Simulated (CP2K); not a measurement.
Consider hexafluorophosphate at its PBE geometry (Å).

```xyz
7

F     1.6449    0.0000    0.0000
P     0.0000    0.0000    0.0000
F    -1.6448    0.0000    0.0000
F     0.0000    1.6449    0.0000
F     0.0000   -1.6449    0.0000
F     0.0000    0.0000    1.6449
F     0.0000    0.0000   -1.6449
```

Method: CP2K XAS_TDP, all-electron GAPW, PBEh(45%), aug-cc-pVDZ, TDA, GW2X-corrected core level, ZORA, spin–orbit coupling.

Q: Where do the P L₂,₃-edge lines lie, and how strong are they?

Leading lines: P2 140.61 eV. The leading line of an atom is its first one with 35 % of the strongest within 2.5 eV of its lowest line over the strength cut. Core ionisation energies at this level: P2 139.70/139.70/140.54 eV; the 2p½ level lies 0.83 eV above the 2p3/2 pair.

The first six lines of each atom with a strength over 0.0003:

| atom | energy (eV) | states | strength, one atom | above the computed threshold |
| --- | --- | --- | --- | --- |
| P2 (bonded to 6 F) | 140.61 | 3 | 0.0210 | yes |
|  | 141.48 | 3 | 0.0511 | yes |
|  | 143.47 | 3 | 0.0102 | yes |
|  | 144.27 | 3 | 0.0058 | yes |
|  | 145.63 | 16 | 0.0003 | yes |
|  | 146.71 | 24 | 0.0009 | yes |

Lines are vertical, at one geometry, with no vibrational structure. GW2X ionisation energies and lines can be off by 1 to 2 eV either way, and a good line position may hide errors that cancel. Rydberg lines, and the discretised continuum above threshold, depend on the basis and the box. The ion (charge -1) is isolated, with no counter-ion or solvent. In an isolated anion many lines lie above the ionisation threshold and are held only by the finite basis.

[Banner, clock and machine lines of the logs are left out without a mark of their own.]

[Logs are printed without paths, hosts, clocks, repeated set-up lines and the standing remarks that a program may print on its own settings, such as how far it seeks lower states.]

[Hosts, paths, dates, database ids (printed as entryN), source tags and the programs' standing remarks are cut or masked in the printed files.]
